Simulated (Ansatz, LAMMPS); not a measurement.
# A frame of liquid 80SiO2-10Al2O3-5CaO-5Na2O (mol %) from 3000 K, run at 400 K (126 atoms) in motion

Aim: follow a frame of liquid 80SiO2-10Al2O3-5CaO-5Na2O (mol %) from 3000 K, run at 400 K (126 atoms) for a short time with forces from DFT, then look at structure and electrons in the last frame.

Main program and level: Ansatz 0.2.0; Kohn-Sham DFT, PBE, PAW (set soft_2), plane waves.

### 1. Starting point

The cell holds 126 atoms: 32 Si, 8 Al, 2 Ca, 4 Na and 80 O. Cell: a = 12.120 Å, b = 12.120 Å, c = 12.120 Å, α = 90.0°, β = 90.0°, γ = 90.0°. 126 atoms (32 Si, 8 Al, 2 Ca, 4 Na, 80 O) placed at random at 2.39 g/cm³, melted at 4000 K for 10 ps at fixed volume with the Morse and Coulomb pair potential with partial charges (Pedone, Malavasi, Menziani, Cormack and Segre, J. Phys. Chem. B 110, 11780 (2006)). Snapshot at the end of a hold of 10 ps at 3000 K and fixed volume.

What the set-up can't give: The starting topology of bonds comes from the classical model, and needn't be the one that DFT or experiment would give. The cell was made at 3000 K but the dynamics is set to 400 K: the trajectory isn't one at 3000 K. Sampling is at Γ alone, for a cell whose shortest periodic width is 12 Å.

### 2. Dynamics started at 400 K

A Nosé–Hoover thermostat steers the temperature while disturbing the dynamics little. The time step is 1.0 fs.

input.yaml

```yaml
crystal:
  lattice:
    - [12.1198, 0.0, 0.0]
    - [0.0, 12.1198, 0.0]
    - [0.0, 0.0, 12.1198]
  atoms:
    - { symbol: Si, position: [0.14215, 0.4136, 0.72206] }
    - { symbol: Si, position: [0.57685, 0.04546, 0.55741] }
    - { symbol: Si, position: [0.1267, 0.29075, 0.30784] }
    - { symbol: Si, position: [0.44857, 0.81033, 0.90629] }
    [... 116 atom lines left out ...]
    - { symbol: O, position: [0.61777, 0.40939, 0.59866] }
    - { symbol: O, position: [0.74967, 0.60807, 0.78578] }
    - { symbol: O, position: [0.13725, 0.5624, 0.68467] }
    - { symbol: O, position: [0.84861, 0.40975, 0.82105] }
    - { symbol: O, position: [0.69871, 0.93987, 0.03894] }
    - { symbol: O, position: [0.47319, 0.14284, 0.25692] }
kpoints:
  mp_grid: { grid: [1, 1, 1] }
hamiltonian:
  xc: pbe
scf:
  occupations: { method: fixed }
output:
  forces: true
md:
  timestep: 1.0
  n_steps: 118
  ensemble: nvt_nose_hoover
  temperature: 400
  initial_velocities: maxwell_boltzmann
  seed: 6119
```

The run is started by

```
> ansatz run input.yaml --threads 4 --pin off --max-ram 8192MiB --backend cpu --events-out ev --progress --plain --runs-dir out
```

It took 14 min on 4 threads of Arm Neoverse V2, shared host; peak memory 3 GiB.

The dynamics at 400 K ended early because an SCF cycle along the way didn't converge; what follows describes the steps made before.

Rows from the run:

```csv
time (fs),T (K),potential (meV/atom),conserved (meV/atom)
0.0,400,0.0,0.00
1.0,464,-8.3,-0.13
2.0,605,-26.6,-0.35
3.0,795,-51.3,-0.61
4.0,1004,-78.4,-0.82
5.0,1204,-104.2,-0.95
6.0,1376,-126.5,-1.01
7.0,1512,-144.2,-1.00
8.0,1609,-157.0,-0.95
9.0,1671,-165.5,-0.89
10.0,1708,-170.8,-0.82
11.0,1724,-173.8,-0.76
12.0,1729,-175.4,-0.73
13.0,1727,-176.3,-0.71
```

Mean square displacement from the first frame to the last: Si 0.023 Å², Al 0.023 Å², Ca 0.0032 Å², Na 0.0048 Å², O 0.023 Å².

Mean square displacement against time lag:

```csv
time lag (fs),Al (Å²),Ca (Å²),Na (Å²),O (Å²),Si (Å²)
1.00,1.6e-4,2.1e-5,3.4e-5,1.7e-4,1.6e-4
2.00,6.3e-4,8.3e-5,1.3e-4,6.7e-4,6.6e-4
3.00,0.00143,1.9e-4,2.9e-4,0.00151,0.00149
4.00,0.00254,3.3e-4,5.1e-4,0.00270,0.00264
5.00,0.00397,5.2e-4,7.8e-4,0.00423,0.00411
6.00,0.00568,7.4e-4,0.00111,0.00605,0.00587
7.00,0.00767,0.00101,0.00149,0.00815,0.00789
```

Over the second half of 13 fs the temperature averages 1669 K, rising from about 1512 to 1727 K (means over the first and last quarter of that half). The conserved energy stays within 1.01 meV/atom. From first frame to last O has the largest mean square displacement, 0.023 Å² at the end; the farthest move is 0.28 Å. The mean temperature of 1669 K lies well off the 400 K of the input, so the thermostat hasn't yet brought the run to equilibrium. The run spans 0.01 ps, too short for its means to be equilibrium values.

### 3. Structure statistics late in the run

The g(r) is a mean over the second half.

Density 2.39 g/cm³, 14.13 Å³ an atom.

Mean of 8 frames. g(r), total and by pair (bins of 0.2 Å):

```csv
r (Å),total,O-O,O-Si,O-Al,O-Na,O-Ca,Si-Si
1.40,0.08,0.00,0.24,0.00,0.00,0.00,0.00
1.60,3.04,0.00,8.94,2.02,0.00,0.00,0.00
1.80,1.52,0.00,3.20,6.09,0.00,0.00,0.00
2.00,0.35,0.00,0.20,2.80,1.48,0.00,0.00
2.20,0.07,0.04,0.07,0.37,0.12,0.00,0.00
2.40,0.50,0.80,0.08,0.10,1.77,3.04,0.00
2.60,1.39,3.02,0.03,0.00,2.31,1.35,0.07
2.80,1.16,2.42,0.19,0.14,1.05,0.00,0.88
3.00,0.90,1.26,0.29,0.37,0.60,1.92,1.97
3.20,0.94,0.81,0.40,0.28,0.43,1.56,2.89
3.40,0.82,0.59,0.94,0.95,0.50,0.90,0.64
3.60,0.80,0.60,1.08,1.01,0.85,0.69,0.59
3.80,1.04,0.64,1.48,1.26,1.51,1.91,0.57
4.00,1.12,0.78,1.55,1.90,1.19,0.52,0.42
4.20,1.15,0.76,1.77,1.47,0.90,0.23,0.55
4.40,1.01,0.75,1.18,1.44,1.38,0.26,1.12
4.60,1.03,0.97,0.89,1.32,1.49,2.21,1.20
4.80,1.08,1.40,0.76,0.66,0.88,1.24,1.25
5.00,1.11,1.52,0.74,0.63,0.93,1.41,1.41
5.20,0.99,1.23,0.86,0.34,0.80,1.12,1.31
5.40,0.92,1.05,0.78,0.56,0.91,1.20,1.19
5.60,1.04,1.09,0.95,0.86,1.25,1.15,1.25
5.80,0.94,0.82,1.11,0.93,0.66,0.78,0.89
6.00,0.95,0.77,1.06,1.33,1.41,0.57,0.70
```

### 4. Single point at the last frame

The last frame is solved again with fuller output, to read the electronic structure of a thermally displaced geometry.

input.yaml

```yaml
crystal:
  lattice:
    - [12.1198, 0.0, 0.0]
    - [0.0, 12.1198, 0.0]
    - [0.0, 0.0, 12.1198]
  atoms:
    - { symbol: Si, position: [0.1366, 0.42302, 0.71847] }
    - { symbol: Si, position: [0.57783, 0.0428, 0.5668] }
    - { symbol: Si, position: [0.13049, 0.29866, 0.29531] }
    - { symbol: Si, position: [0.4627, 0.79545, 0.91386] }
    [... 116 atom lines left out ...]
    - { symbol: O, position: [0.61016, 0.40657, 0.61068] }
    - { symbol: O, position: [0.74881, 0.60069, 0.78025] }
    - { symbol: O, position: [0.13179, 0.561, 0.68998] }
    - { symbol: O, position: [0.84299, 0.41883, 0.82774] }
    - { symbol: O, position: [0.69554, 0.94767, 0.03132] }
    - { symbol: O, position: [0.48417, 0.14685, 0.26532] }
kpoints:
  mp_grid: { grid: [1, 1, 1] }
hamiltonian:
  xc: pbe
scf:
  occupations: { method: fixed }
output:
  forces: true
  stress: true
  populations: intrinsic
  dos:
    method: { smearing: { sigma: 0.1 } }
    de: 0.1
    projected: { site_lists: { Al: [Al], Ca: [Ca], Na: [Na], O: [O], Si: [Si] } }
  eigenvalues: true
  write_density: true
  write_potential: true
  volumetric_format: npy
```

Elapsed: 1.9 min, on 4 threads; peak memory 2.7 GiB.

Read from the output:

| Quantity | Value |
| --- | --- |
| free energy | -79722.8053 eV |
| free energy per atom | -632.7207 eV/atom |
| SCF cycles | 70 |
| pressure | -2.765 GPa |
| r.m.s. force component | 1.918 eV/Å |
| longest force | 7.818 eV/Å |
| Fermi energy | 5.142 eV |
| spacing of highest filled and lowest empty level | 0.0014 eV |

Length of the force by element:

```csv
element,coordination,atoms,mean length of the force (eV/Å),spread,least,most
Al,all,8,2.81,1.32,0.751,5.57
Ca,all,2,1.29,0.0777,1.21,1.37
Na,all,4,1.13,0.416,0.622,1.78
O,all,80,2.71,1.50,0.19,7.10
Si,all,32,3.70,1.73,0.826,7.82
```

Intrinsic-atomic-orbital charges by element:

```csv
element,coordination,atoms,mean charge (e),spread,least,most
Al,all,8,1.31,0.0574,1.19,1.39
Ca,all,2,1.79,0.01,1.78,1.80
Na,all,4,0.821,0.0221,0.785,0.845
O,all,80,-0.895,0.0499,-1.07,-0.799
Si,all,32,1.69,0.0559,1.57,1.79
```

Density of states as counts of states in windows of 1 eV (from the Fermi level), total and the larger projections:

```csv
from (eV),to (eV),total,O p,Si p
-10,-9,24.4,17.8,3.3
-9,-8,37.5,28.1,5.7
-8,-7,39.7,31.1,4.9
-7,-6,62.6,52.3,5.3
-6,-5,78.3,69.5,3.8
-5,-4,74.4,68.6,2.2
-4,-3,65.5,61.4,1.3
-3,-2,37.2,35.0,0.7
-2,-1,13.5,12.6,0.3
-1,0,6.6,5.2,0.3
0,1,3.3,1.1,0.3
1,2,7.8,0.9,1.1
2,3,24.5,2.9,3.6
3,4,29.5,3.5,8.2
4,5,39.8,5.1,13.3
```

With fixed occupations the program's Fermi level is the highest filled level.

Between -26 and -10 eV lie 237 more states.

The levels nearest the highest filled one (over half full), pooled over k-points and spins:

```csv
level less the highest filled one (eV),occupation
-1.35,2
-1.20,2
-1.17,2
-0.765,2
-0.329,2
0,2
0.0014,0
0.928,0
1.60,0
1.72,0
1.95,0
2.02,0
```

Mean intrinsic-atomic-orbital charges: Al +1.31, Ca +1.79, Na +0.82, O -0.90, Si +1.69 e. Within 0.4 eV of the Fermi level the largest share is O p (69 % of the projected weight).

### 5. Summary of results

| Item | Value |
| --- | --- |
| mean temperature, second half | 1669 K |
| temperature swing, second half | 75.65 K |
| slope of the conserved energy against time, by least squares | -46.99 meV/atom/ps |
| free energy per atom | -632.7207 eV/atom |
| pressure | -2.765 GPa |
| r.m.s. force component | 1.918 eV/Å |
| spacing of highest filled and lowest empty level | 0.0014 eV |
| wall time of the 2 DFT runs | 15 min |

The dynamics at 400 K ended early because an SCF cycle along the way didn't converge; what follows describes the steps made before. Over the second half of 13 fs the temperature averages 1669 K, rising from about 1512 to 1727 K (means over the first and last quarter of that half). The conserved energy stays within 1.01 meV/atom. The mean temperature of 1669 K lies well off the 400 K of the input, so the thermostat hasn't yet brought the run to equilibrium. The run spans 0.01 ps, too short for its means to be equilibrium values. Occupations were fixed, yet the highest filled and lowest empty levels lie only 0.0014 eV apart (at Γ alone), so the cell may have no gap and the filling was imposed.

**Limits.** The pressure of -2.8 GPa is that of one thermal frame at a volume set beforehand, without the kinetic term.

[Logs are printed without paths, hosts, clocks, repeated set-up lines and the standing remarks that a program may print on its own settings, such as how far it seeks lower states.]

[Hosts, paths, dates, database ids (printed as entryN), source tags and the programs' standing remarks are cut or masked in the printed files.]
